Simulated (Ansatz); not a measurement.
**Zr (P6_3/mmc): the Drude term of Re ε in the infrared**

Re ε of Zr (P6_3/mmc) along x at low photon energies is read from one computed spectrum; the carriers' damping was typed as γ = 0.05 eV. x, y and z are the Cartesian axes of the input cell.

The structure is hexagonal, space group P6_3/mmc (No. 194). Conventional cell: a = 3.232 Å, b = 3.232 Å, c = 5.147 Å, α = 90.00°, β = 90.00°, γ = 120.00°. Zr on site c is surrounded by 12 Zr at 3.18 to 3.23 Å.

Method: Ansatz 0.2.0, PBE, independent particles, k-mesh 15×15×8 with interpolation inside its cells, Gaussian parameter 0.1 eV.

Launch of the response step: `ansatz run input.yaml --threads 4 --pin off --max-ram 8192MiB --backend cpu --events-out ev --progress --plain --runs-dir out`. The run took 77 s, on 4 threads of Intel(R) Xeon(R) Processor @ 2.50GHz (Skylake/Cascade Lake) (shared host).

```tsv
photon energy E (eV)	wavelength (µm)	Re ε
0.25	4.96	?
0.30	4.13	-108.2
0.35	3.54	-67.6
0.40	3.10	-39.2
0.50	2.48	2.9
0.60	2.07	22.2
0.70	1.77	14.1
```

A Drude term over a constant background gives Re ε = ε_b − ωp²/(E² + γ²), linear in 1/(E² + γ²).

Working, on the rows shown:

| x = 1/(E² + γ²) (eV⁻²) | y = Re ε |
| --- | --- |
| 10.8108 | -108.2 |
| 8 | -67.6 |
| 6.15385 | -39.2 |
| 3.9604 | 2.9 |
| 2.75862 | 22.2 |
| 2.03046 | 14.1 |

Means: x̄ = 5.619, ȳ = -29.3. Σ(x − x̄)(y − ȳ) = -862.6, Σ(x − x̄)² = 56.72. Slope = -862.6 / 56.72 = -15.21; intercept = ȳ − slope · x̄ = 56.152. The line misses the rows shown by at most 11.

Task: Predict the last column of the withheld row from the fit.

Result: At x = 15.385 the line gives y = -177.81. The run gave -174.3, so the extrapolation is off by 3.5, 1.8 % of the range in the table.

Refitted with all rows, the slope is -15 and the intercept 55.164. These give ωp = √(−slope) = 3.87 eV, against 3.94 eV from the program's Fermi-surface sum, and an intercept of 55.2. Taking the program's Drude term off the rows leaves 64 at the lowest energy and 46 at the highest, so the background isn't constant: interband transitions lie in or near the window, and neither fitted number can be trusted. The values come from a sum over the points of one k-mesh and carry its error, which is largest for Fermi-surface quantities. Spin-orbit coupling is left out.

[Logs are printed without paths, hosts, clocks, repeated set-up lines and the standing remarks that a program may print on its own settings, such as how far it seeks lower states.]
